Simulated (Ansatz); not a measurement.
## SiTe2 monolayer (1T): modes against uniaxial strain along a, the zigzag direction, with the width clamped

Wanted: the shifts of the zone-centre modes of SiTe2 monolayer (1T) with strain.

Calculated with Ansatz 0.2.0; DFT PBEsol, scalar-relativistic, plane waves, PAW; PAW set soft_1.

## Step 1: The structure

The cell holds 3 atoms: 1 Si and 2 Te. Its edges and angles: a = 3.680 Å, b = 3.680 Å, c = 30.424 Å, α = 90.0°, β = 90.0°, γ = 120.0°. Vacuum lies along c. The height across the vacuum is the one that the program set for its solve, not the one typed.

## Step 2: Relaxation

The cell and atoms are relaxed, since residual forces and stress would shift the frequencies. The program lengthens the typed cell of 20.0 Å along the normal to 30.4 Å, as its cut-off of the electrostatics needs, and moves no atom.

Contents of input.yaml:

```yaml
crystal:
  lattice:
    - [3.68, 0.0, 0.0]
    - [-1.84, 3.18697, 0.0]
    - [0.0, 0.0, 20.0]
  atoms:
    - { symbol: Si, position: [0.0, 0.0, 0.5] }
    - { symbol: Te, position: [0.333333, 0.666667, 0.5828] }
    - { symbol: Te, position: [0.666667, 0.333333, 0.4172] }
  periodic: [true, true, false]
kpoints:
  mp_grid: { grid: [15, 15, 1] }
hamiltonian:
  xc: pbesol
  pseudopotentials: { kind: paw, azcp: { folder: soft_1 }, xc_functional: pbe }
scf:
  occupations: { method: gaussian, width: 0.1 }
output:
  forces: true
  stress: true
  eigenvalues: true
  write_density: true
  write_potential: true
  elf: true
  volumetric_format: npy
relax:
  adjacent_minimum: "off"
  f_tol: 0.005
  max_steps: 80
  cell: { stress_2d_tol: 0.02 }
```

On the command line:

```console
> ansatz run input.yaml --threads 8 --pin off --max-ram 16384MiB --backend cpu --events-out ev --progress --plain --runs-dir out
```

Numbers of over 12 decimals in the logs are rounded to 6 here.

What it wrote:

```text
Warning: crystal.periodic: the lattice vector that does not repeat stood 0.000° off the slab's normal, 20.000 Å along it as the deck builds it. The run solves the slab on a vector along the normal, 30.424 Å long, with every atom where it was (on the deck's vector they left 16.69 Å outside them, and the widest stretch free of ions among them is 1.66 Å). A fractional position that the run reports is one of the run's ce [...]
Warning: the atoms were moved onto the symmetric positions of the space group found under crystal.symmetry.tolerance 1.0e-5 (fractional; no operation is sought that the atoms, as they stand in a round, miss by more than twice it, and no atom is moved by as much as it), and the run uses the moved positions. Before a round's move an operation carried an atom to 3.68e-6 Å from where it should land, the largest such dist [...]
crystal.periodic: the lattice vector that does not repeat stood 0.000° off the slab's normal, 20.000 Å along it as the deck builds it. The run solves the slab on a vector along the normal, 30.424 Å long, with every atom where it was (on the deck's vector they left 16.69 Å outside them, and the widest stretch free of ions among them is 1.66 Å). A fractional position that the run reports is one of the run's cell, which [...]
Engine: ansatz 0.2.0, aarch64-unknown-linux-gnu
Pseudopotentials: kind: paw
Pseudopotential: Si, paw, valence charge 4, recommended cutoff 420 eV (normal), soft_1/Si.paw.azcp
Pseudopotential: Te, paw, valence charge 16, recommended cutoff 420 eV (normal), soft_1/Te.paw.azcp
Functional definition: PBEsol
  exchange = pbesol_x
  correlation = pbesol_c
Crystal: 3 atoms, lattice volume = 356.814 Å³
Basis set: ecut = 420 eV, 6989 PW (Γ), exchange–correlation on 50×50×432 points (8 copies of the dense FFT grid, shifted against one another)
Bands: 22, of which v1, the nominal top of the filled ones, is band 18 counted from 1 (17 counted from 0)
Symmetry: 12 space group operations
Space group: P-3m1 (ITA 164), of the structure as read, at distance tolerance 7.1e-5 Å
k-points: 27 of 225
Non-local potential: Si, projectors of the file, l = 0: 2, l = 1: 2, l = 2: 1
Non-local potential: Te, projectors of the file, l = 0: 2, l = 1: 2, l = 2: 2, l = 3: 1
PAW form: soft (Blöchl's): semilocal exchange-correlation on the pseudo side does not see the compensation charge
PAW frozen core: Si, regenerated for the run's functional, and the local potential with it (the file was generated under x = pbe(κ = 0.804, μ = 0.219515), c = pbe(β = 0.066725))
PAW frozen core: Te, regenerated for the run's functional, and the local potential with it (the file was generated under x = pbe(κ = 0.804, μ = 0.219515), c = pbe(β = 0.066725))
PAW one-centre angular grid: Si, 110 points (default); XC on 64 Gauss nodes
PAW one-centre angular grid: Te, 590 points (default); XC on 64 Gauss nodes
Initial density: superposition of atomic densities (neutral atoms: chi_scale 0, normalization atom)
Initial wavefunctions: pseudopotential atomic-orbital guess
Functional: x = pbesol(κ = 0.804, μ = 0.123457), c = pbesol(β = 0.046)
iter 1 solved again at ethr=1.94e-3 eV; its pass at ethr=3.10e-3 eV (dr2=6.97e-1 eV) is discarded
SCF iter   1: F=—  HF=-14424.688098 eV  |F-HF|=—  |Δ(HF+E_count)|=         —  Δρ=9.90e-3  dr2=7.17e-1  ethr=1.94e-3  ⟨swp⟩=1.6  Hψ=6248  notcnv=0
preconditioner: auto → LDOS  [metal: Δε(μ)=0.061 eV  Ē_g=8.633 eV  σ=0.100 eV  W_gap=0.31  n_scr=18 (ndim 8)  ℏωp=7.9 eV  f_vac=0.743  D(μ)=1.44/eV (n_scr^D=8)  β→1.0]
SCF iter   2: F=—  HF=-14424.604989 eV  |F-HF|=—  |Δ(HF+E_count)|=   8.31e-2  Δρ=4.68e-3  dr2=3.20e-1  ethr=1.94e-3  ⟨swp⟩=5.9  Hψ=1922  notcnv=0
SCF iter   3: F=—  HF=-14424.549956 eV  |F-HF|=—  |Δ(HF+E_count)|=   5.50e-2  Δρ=1.78e-3  dr2=2.66e-2  ethr=8.88e-4  ⟨swp⟩=5.2  Hψ=1865  notcnv=0
SCF iter   4: F=—  HF=-14424.544354 eV  |F-HF|=—  |Δ(HF+E_count)|=   5.60e-3  Δρ=2.74e-4  dr2=6.35e-4  ethr=7.38e-5  ⟨swp⟩=3.7  Hψ=1318  notcnv=0
SCF iter   5: F=—  HF=-14424.544288 eV  |F-HF|=—  |Δ(HF+E_count)|=   6.59e-5  Δρ=6.79e-5  dr2=2.67e-5  ethr=1.76e-6  ⟨swp⟩=3.9  Hψ=1352  notcnv=0
SCF iter   6: F=—  HF=-14424.544326 eV  |F-HF|=—  |Δ(HF+E_count)|=   3.84e-5  Δρ=1.35e-5  dr2=4.17e-7  ethr=7.41e-8  ⟨swp⟩=3.3  Hψ=1340  notcnv=0
SCF iter   7: F=-14424.544327 eV  HF=-14424.544327 eV  |F-HF|=4.23e-8  |Δ(HF+E_count)|=   7.18e-7  Δρ=2.76e-6  dr2=2.98e-8  ethr=2.78e-10  ⟨swp⟩=23.7  Hψ=7234  notcnv=0
SCF 1 converged in 7 iterations: F = -14424.544327 eV  dr2 = 2.98e-8
  greatest PAW one-centre occupation: 0.998 electrons in one spin orbital (limit 2), on the Te atom at site 2 (counted from 0), in its partial waves of l = 2
relax step   1: F+E_penalty+E_count = -14424.54432703 eV  Δ(F+E_penalty+E_count) = +0.000e0 eV  max|allowed force component| = 2.488e-1 eV/Å  Δτ_max = 0.0000 Å  P = +1.380 N/m  Ω = 356.814 Å³  fix = [c, alpha, beta]  reactions: c +0.000 N/m  (7 SCF iters, dr2 threshold 1.00e-7 eV, accepted)
Crystal: 3 atoms, lattice volume = 375.747 Å³
Basis set: ecut = 420 eV, 7361 PW (Γ), exchange–correlation on 50×50×432 points (8 copies of the dense FFT grid, shifted against one another)
Initial density: handed on by an earlier stage of this run
Initial wavefunctions: those handed on with the density
iter 1 solved again at ethr=9.32e-5 eV; its pass at ethr=3.10e-3 eV (dr2=3.35e-2 eV) is discarded
SCF iter   1: F=—  HF=-14424.503847 eV  |F-HF|=—  |Δ(HF+E_count)|=         —  Δρ=2.36e-3  dr2=3.39e-2  ethr=9.32e-5  ⟨swp⟩=2.9  Hψ=5353  notcnv=0
preconditioner: auto → LDOS  [metal: Δε(μ)=0.036 eV  Ē_g=8.652 eV  σ=0.100 eV  W_gap=0.19  n_scr=16 (ndim 8)  ℏωp=7.7 eV  f_vac=0.758  D(μ)=1.49/eV (n_scr^D=8)  β→1.0]
SCF iter   2: F=—  HF=-14424.496531 eV  |F-HF|=—  |Δ(HF+E_count)|=   7.32e-3  Δρ=1.25e-3  dr2=1.53e-2  ethr=9.32e-5  ⟨swp⟩=4.0  Hψ=1690  notcnv=0
SCF iter   3: F=—  HF=-14424.493481 eV  |F-HF|=—  |Δ(HF+E_count)|=   3.05e-3  Δρ=3.80e-4  dr2=1.01e-3  ethr=4.26e-5  ⟨swp⟩=3.4  Hψ=1305  notcnv=0
SCF iter   4: F=—  HF=-14424.493261 eV  |F-HF|=—  |Δ(HF+E_count)|=   2.19e-4  Δρ=6.32e-5  dr2=1.96e-5  ethr=2.81e-6  ⟨swp⟩=3.2  Hψ=1258  notcnv=0
SCF iter   5: F=—  HF=-14424.493324 eV  |F-HF|=—  |Δ(HF+E_count)|=   6.29e-5  Δρ=1.78e-5  dr2=1.71e-6  ethr=5.44e-8  ⟨swp⟩=3.3  Hψ=1307  notcnv=0
SCF iter   6: F=-14424.493325 eV  HF=-14424.493325 eV  |F-HF|=4.22e-8  |Δ(HF+E_count)|=   8.71e-7  Δρ=5.37e-6  dr2=1.30e-7  ethr=8.33e-10  ⟨swp⟩=23.3  Hψ=7167  notcnv=0
the search or the solves at the SCF's close seem to have found levels that the self-consistency loop had missed (the run counts 1). By its estimate they hold under 1e-12 electrons; where the run keeps them, the occupations were computed again with them
SCF 2 converged in 6 iterations: F = -14424.493325 eV  dr2 = 1.30e-7
relax step   2: F+E_penalty+E_count = -14424.49332499 eV  Δ(F+E_penalty+E_count) = +5.100e-2 eV  max|allowed force component| = 8.742e-1 eV/Å  Δτ_max = 0.1294 Å  P = +0.243 N/m  Ω = 375.747 Å³  energy of the carried Pulay correction = -7.262e-4 eV  fix = [c, alpha, beta]  (6 SCF iters, dr2 threshold 3.00e-7 eV, rejected (line search))
Crystal: 3 atoms, lattice volume = 366.010 Å³
Basis set: ecut = 420 eV, 7169 PW (Γ), exchange–correlation on 50×50×432 points (8 copies of the dense FFT grid, shifted against one another)
iter 1 solved again at ethr=3.62e-5 eV; its pass at ethr=3.10e-3 eV (dr2=1.30e-2 eV) is discarded
SCF iter   1: F=—  HF=-14424.573023 eV  |F-HF|=—  |Δ(HF+E_count)|=         —  Δρ=1.66e-3  dr2=1.49e-2  ethr=3.62e-5  ⟨swp⟩=3.2  Hψ=5182  notcnv=0
preconditioner: auto → LDOS  [metal: Δε(μ)=0.094 eV  Ē_g=8.578 eV  σ=0.100 eV  W_gap=0.43  n_scr=16 (ndim 8)  ℏωp=7.8 eV  f_vac=0.750  D(μ)=1.62/eV (n_scr^D=8)  β→1.0]
SCF iter   2: F=—  HF=-14424.569869 eV  |F-HF|=—  |Δ(HF+E_count)|=   3.15e-3  Δρ=9.14e-4  dr2=6.58e-3  ethr=3.62e-5  ⟨swp⟩=3.0  Hψ=1347  notcnv=0
SCF iter   3: F=—  HF=-14424.568612 eV  |F-HF|=—  |Δ(HF+E_count)|=   1.26e-3  Δρ=2.56e-4  dr2=4.99e-4  ethr=1.83e-5  ⟨swp⟩=3.5  Hψ=1375  notcnv=0
SCF iter   4: F=—  HF=-14424.568525 eV  |F-HF|=—  |Δ(HF+E_count)|=   8.70e-5  Δρ=4.36e-5  dr2=1.02e-5  ethr=1.39e-6  ⟨swp⟩=3.6  Hψ=1320  notcnv=0
SCF iter   5: F=—  HF=-14424.568529 eV  |F-HF|=—  |Δ(HF+E_count)|=   4.25e-6  Δρ=1.01e-5  dr2=5.11e-7  ethr=2.84e-8  ⟨swp⟩=3.5  Hψ=1359  notcnv=0
SCF iter   6: F=—  HF=-14424.568573 eV  |F-HF|=—  |Δ(HF+E_count)|=   4.37e-5  Δρ=2.90e-6  dr2=3.63e-8  ethr=1.42e-9  ⟨swp⟩=3.5  Hψ=1396  notcnv=0
SCF iter   7: F=—  HF=-14424.568573 eV  |F-HF|=—  |Δ(HF+E_count)|=   1.75e-8  Δρ=3.82e-7  dr2=3.09e-10  ethr=1.01e-10  ⟨swp⟩=3.0  Hψ=1249  notcnv=0
SCF iter   8: F=—  HF=-14424.568573 eV  |F-HF|=—  |Δ(HF+E_count)|=   1.47e-8  Δρ=9.67e-8  dr2=4.47e-11  ethr=1.00e-12  ⟨swp⟩=4.1  Hψ=1472  notcnv=0
SCF iter   9: F=-14424.568573 eV  HF=-14424.568573 eV  |F-HF|=5.09e-11  |Δ(HF+E_count)|=   1.72e-9  Δρ=9.58e-9  dr2=4.39e-13  ethr=1.00e-12  ⟨swp⟩=12.9  Hψ=4803  notcnv=0
SCF 3 converged in 9 iterations: F = -14424.568573 eV  dr2 = 4.39e-13
relax step   3: F+E_penalty+E_count = -14424.56857313 eV  Δ(F+E_penalty+E_count) = -2.425e-2 eV  max|allowed force component| = 6.705e-2 eV/Å  Δτ_max = 0.0428 Å  P = +0.418 N/m  Ω = 366.010 Å³  energy of the carried Pulay correction = -3.605e-4 eV  fix = [c, alpha, beta]  reactions: c +0.000 N/m  (9 SCF iters, accepted)
[...]
relax step   4: F+E_penalty+E_count = -14424.56949183 eV  Δ(F+E_penalty+E_count) = -9.187e-4 eV  max|allowed force component| = 3.988e-2 eV/Å  Δτ_max = 0.0009 Å  P = +0.192 N/m  Ω = 367.421 Å³  energy of the carried Pulay correction = -4.145e-4 eV  fix = [c, alpha, beta]  reactions: c +0.000 N/m  (4 SCF iters, dr2 threshold 2.81e-7 eV, accepted)
[...]
relax step   5: F+E_penalty+E_count = -14424.56976648 eV  Δ(F+E_penalty+E_count) = -2.746e-4 eV  max|allowed force component| = 4.787e-4 eV/Å  Δτ_max = 0.0026 Å  P = +0.011 N/m  Ω = 368.423 Å³  energy of the carried Pulay correction = -4.526e-4 eV  fix = [c, alpha, beta]  reactions: c +0.000 N/m  (4 SCF iters, dr2 threshold 9.94e-8 eV, accepted)
Initial wavefunctions: pseudopotential atomic-orbital guess (no wavefunctions were taken with the density)
iter 1 solved again at ethr=7.90e-7 eV; its pass at ethr=3.10e-3 eV (dr2=2.84e-4 eV) is discarded
SCF iter   1: F=—  HF=-14424.569810 eV  |F-HF|=—  |Δ(HF+E_count)|=         —  Δρ=3.30e-5  dr2=3.19e-7  ethr=7.90e-7  ⟨swp⟩=5.4  Hψ=7286  notcnv=0
eigensolver tolerance schedule: the retry pair's looser diagonalisation over-reported the residual by 889.84 of it (diagonalisation noise at 0.29 of the residual, at the tolerance the schedule requests for it); recorded, not acted on — ethr = c·dr2/N_el stays at c = 1.0e-1
SCF iter   2: F=—  HF=-14424.570209 eV  |F-HF|=—  |Δ(HF+E_count)|=   3.99e-4  Δρ=5.44e-6  dr2=9.25e-8  ethr=8.87e-10  ⟨swp⟩=5.6  Hψ=2036  notcnv=0
SCF iter   3: F=—  HF=-14424.570206 eV  |F-HF|=—  |Δ(HF+E_count)|=   3.02e-6  Δρ=1.48e-6  dr2=3.07e-9  ethr=2.57e-10  ⟨swp⟩=2.9  Hψ=1172  notcnv=0
SCF iter   4: F=—  HF=-14424.570209 eV  |F-HF|=—  |Δ(HF+E_count)|=   2.86e-6  Δρ=2.83e-7  dr2=5.04e-10  ethr=8.52e-12  ⟨swp⟩=3.7  Hψ=1350  notcnv=0
SCF iter   5: F=—  HF=-14424.570209 eV  |F-HF|=—  |Δ(HF+E_count)|=   8.74e-8  Δρ=6.43e-8  dr2=1.40e-11  ethr=1.40e-12  ⟨swp⟩=4.0  Hψ=1616  notcnv=0
SCF iter   6: F=-14424.570209 eV  HF=-14424.570209 eV  |F-HF|=1.58e-10  |Δ(HF+E_count)|=   1.70e-8  Δρ=1.27e-8  dr2=7.83e-13  ethr=1.00e-12  ⟨swp⟩=15.1  Hψ=4277  notcnv=0
SCF 6 converged in 6 iterations: F = -14424.570209 eV  dr2 = 7.83e-13
relax step   6: F+E_penalty+E_count = -14424.57020870 eV  Δ(F+E_penalty+E_count) = -4.422e-4 eV  max|allowed force component| = 3.563e-4 eV/Å  Δτ_max = 0.0000 Å  P = +0.009 N/m  Ω = 368.423 Å³  fix = [c, alpha, beta]  reactions: c +0.000 N/m  stress off target by 9.00e-3 N/m on what of the cell is left free  SCF on the basis re-selected at this cell (its energy is not comparable with the rows above)  (6 SCF iters)
basis re-selected at this cell: Δ(F+E_penalty+E_count) = -4.422e-4 eV, ΔP = -0.002 N/m vs the last step (what re-selecting the basis moved, of the pressure what is left beyond the Pulay correction that the steps carried, after the strain that the cell walked since its last selection, with what the two solves' SCF thresholds leave and, on support functions, any second-order correction that the steps lacked; it is no m [...]
SCF converged after 6 iterations
Free energy (F): -14424.570209 eV
Harris-Foulkes:  -14424.570209 eV  (|F-HF|=1.58e-10)
Internal energy: -14424.562152 eV  (E = F + TS)
E sigma→0 (E₀):  -14424.566180 eV
Entropy (-TS):   -0.008057 eV (-2.686 meV/atom)
Fermi energy:    -4.865955 eV
--- Per-component energies (eV) ---
  E_band       = -991.289499
  E_kinetic    = 387.288348
  E_local      = -58975.977862  (includes V_loc(G=0)·N_el)
  E_nonlocal   = 158.105120
  E_hartree    = 29242.631542
  E_xc         = -299.459990
  E_vxc        = -252.245135  (∫ρ·V_xc dr)
  E_paw        = -9684.420765  (= ΣΔE_a)
  E_vpaw       = -793.723334  (= ΣTr[D̂ρ^β])
  E_aug_tail   = 0.000212  (compensation charges beyond the density's cutoff)
  E_ewald      = 24746.490061
  E_core_change = 0.781183  (= ΣΔE_core)
  E_smearing   = -0.008057  (= −TS)
  E_closure    = -0.000000  (closes the sum)
  Σ components = -14424.570209   (vs F -14424.570209, Δ=0.00e0)
--- Forces (eV/Å), atoms counted from 1 ---
  atom   1  Si    -0.00000000     0.00000000     0.00000000
  atom   2  Te    -0.00000000     0.00000000     0.00035628
  atom   3  Te     0.00000000    -0.00000000    -0.00035628
  max |Σ_I F_I| component: 4.63e-18 eV/Å
--- 2D stress c σ (N/m, compression-positive) ---
        0.009002      -0.000000      -0.000000
       -0.000000       0.009002      -0.000000
       -0.000000      -0.000000       0.000000
  P = ½ c Tr σ = 0.0090 N/m
--- Band table (eV; the first three rows and the last of 27) ---
  k-point 0: bands = [... 14 lower, -5.3587, -5.3587, -4.7722, -4.7722, -3.3421, -1.6579, -1.4909, -1.4909]
  k-point 1: bands = [... 14 lower, -6.0544, -5.6367, -5.0898, -4.6319, -2.9246, -1.7233 (-1.7233°), -1.4203, -1.2232]
  k-point 2: bands = [... 14 lower, -6.7518, -6.1092, -5.8745, -4.5618, -2.8143, -1.7508, -1.1865, -0.5985]
  k-point 26: bands = [... 14 lower, -9.4742, -9.3125, -6.3451, -6.3451, -4.2473, -0.7969, -0.7969, -0.2354]
  ° read free of the cell's end (the report's vacuum.weakly_bound_levels)
--- Relaxed structure (5 steps of the walk, 4 accepted, 1 SCFs on fresh bases) ---
  F+E_penalty+E_count = -14424.57020870 eV   max|allowed force component| = 3.563e-4 eV/Å   (the final SCF, on the basis selected at the relaxed cell)
  cell:  # Å, volume = 368.4231 Å³
    - [3.739383, 0.0, 0]
    - [-1.869692, 3.238401, 0]
    - [0, 0, 30.424]
  atoms:
    - { symbol: Si, position: [0, 0, 0.328688] }
    - { symbol: Te, position: [0.333333, 0.666667, 0.381825] }
    - { symbol: Te, position: [0.666667, 0.333333, 0.275550] }
```

Run time: 12 s. Hardware: 8 threads of Arm Neoverse V2, shared host; peak memory 0.93 GiB; 83 s of CPU time.

The steps of the relaxation:

| step | energy less that of the first step (eV) | largest force component (eV/Å) | volume (Å³) |
| --- | --- | --- | --- |
| 1 | 0.0000 | 0.2488 | 356.81 |
| 2 | 0.0510 | 0.8742 | 375.75 |
| 3 | -0.0242 | 0.0670 | 366.01 |
| 4 | -0.0252 | 0.0399 | 367.42 |
| 5 | -0.0254 | 0.0005 | 368.42 |
| 6* | -0.0259 | 0.0004 | 368.42 |

Relaxation steps marked * repeat the geometry before them on a plane-wave basis chosen anew for their cell, so energy and pressure can jump there. Relaxation step 2 was tried and not accepted.

The run keeps the 12 symmetry operations that it works with, so distortions that break them were not tested.

| cell as run | before | after | change |
| --- | --- | --- | --- |
| a (Å) | 3.680 | 3.739 | +1.6 % |
| b (Å) | 3.680 | 3.739 | +1.6 % |

The atoms that moved most (Å, along periodic axes as changes of fractional coordinates times the final cell, across vacuum about the mean position):

| atom | dx | dy | dz | length |
| --- | --- | --- | --- | --- |
| Te3 | 0.000 | 0.000 | 0.039 | 0.039 |
| Te2 | 0.000 | 0.000 | -0.039 | 0.039 |

The relaxed structure:

```
Si Te
1.0
     3.73938    0.00000    0.00000
    -1.86969    3.23840    0.00000
     0.00000    0.00000   30.42400
Si Te
1 2
Direct
  0.00000 0.00000 0.32869
  0.33333 0.66667 0.38183
  0.66667 0.33333 0.27555
```

This step gave:

| Item | Value |
| --- | --- |
| gap on the k-mesh | 0 eV |
| area per atom | 4.037 Å² |

ELF in the ac plane at fractional y = 0.000, with atoms of Si within 0.2 Å of it. It is the smooth field of the valence electrons, not physical close to the nuclei.

Ten even steps from '0' (0.00) to '9' (0.64), each cell a mean:
```
00000000000000
00000000000000
00000000000000
00000000000000
00000000000000
00000000000000
00000000000000
00000000000000
00000000000000
00000000000000
00000000000000
00000000000000
00000000000000
00023577653100
11368999998521
77899765689987
77999755679987
12368999998532
00024677753100
00000000000000
00000000000000
00000000000000
00000000000000
00000000000000
```
Columns run along a (3.7 Å), rows up along c (30.4 Å). Atoms in or near the plane, at fractional coordinates: Si at (0.00, 0.33).

Valence density in the ac plane at fractional y = 0.000, with atoms of Si within 0.2 Å of it. It is the smooth field of the valence electrons, not physical close to the nuclei.

Ten even steps from '_' (0.00 e/Å³) to '@' (0.36 e/Å³), each cell a mean:
```
____________________________
____________________________
____________________________
____________________________
____________________________
____________________________
____________________________
____________________________
____________________________
____________________________
____________________________
____________________________
____________________________
__________..........________
..::::--++##@@@@%%**++--::::
**##%%%%##**********##%%%%##
**##%%%%##**++++****##%%%%##
::::--==++##@@@@@@##++--::::
________............________
____________________________
____________________________
____________________________
____________________________
____________________________
```
Columns run along a (3.7 Å), rows up along c (30.4 Å). Atoms in or near the plane, at fractional coordinates: Si at (0.00, 0.33).

Electrostatic potential energy in the ac plane at fractional y = 0.000, with atoms of Si within 0.2 Å of it. With pseudopotentials it is smooth inside the atoms' cores, unlike the true potential.

Values in eV, 24 rows by 14 columns, each cell a mean:
```
  0   0   0   0   0   0   0   0   0   0   0   0   0   0
  0   0   0   0   0   0   0   0   0   0   0   0   0   0
  0   0   0   0   0   0   0   0   0   0   0   0   0   0
  0   0   0   0   0   0   0   0   0   0   0   0   0   0
  0   0   0   0   0   0   0   0   0   0   0   0   0   0
  0   0   0   0   0   0   0   0   0   0   0   0   0   0
  0   0   0   0   0   0   0   0   0   0   0   0   0   0
  0   0   0   0   0   0   0   0   0   0   0   0   0   0
  0   0   0   0   0   0   0   0   0   0   0   0   0   0
  0   0   0   0   0   0   0   0   0   0   0   0   0   0
  0   0   0   0   0   0   0   0   0   0   0   0   0   0
  0   0   0   0   0   0   0   0   0   0   0   0   0   0
  0   0   0   0   0   0   0   0   0   0   0   0   0   0
  0   0   0  -1  -1  -1  -1  -1  -1  -1  -1   0   0   0
 -2  -2  -2  -3  -5  -7 -10 -10  -9  -7  -5  -3  -2  -2
-11 -11 -11  -9  -7  -6  -6  -6  -6  -6  -7 -10 -11 -11
-11 -12 -11 -10  -7  -5  -5  -5  -5  -6  -8 -10 -11 -12
 -2  -2  -2  -4  -5  -8 -10 -11 -10  -7  -5  -3  -2  -2
  0   0   0  -1  -1  -1  -1  -1  -1  -1  -1  -1   0   0
  0   0   0   0   0   0   0   0   0   0   0   0   0   0
  0   0   0   0   0   0   0   0   0   0   0   0   0   0
  0   0   0   0   0   0   0   0   0   0   0   0   0   0
  0   0   0   0   0   0   0   0   0   0   0   0   0   0
  0   0   0   0   0   0   0   0   0   0   0   0   0   0
```
Columns run along a (3.7 Å; values clipped at the 3rd and 97th percentile), rows up along c (30.4 Å). Atoms in or near the plane, at fractional coordinates: Si at (0.00, 0.33).

(Part 1 of 3 ends here.)

[Logs are printed without paths, hosts, clocks, repeated set-up lines and the standing remarks that a program may print on its own settings, such as how far it seeks lower states.]

[Hosts, paths, dates, database ids (printed as entryN), source tags and the programs' standing remarks are cut or masked in the printed files.]
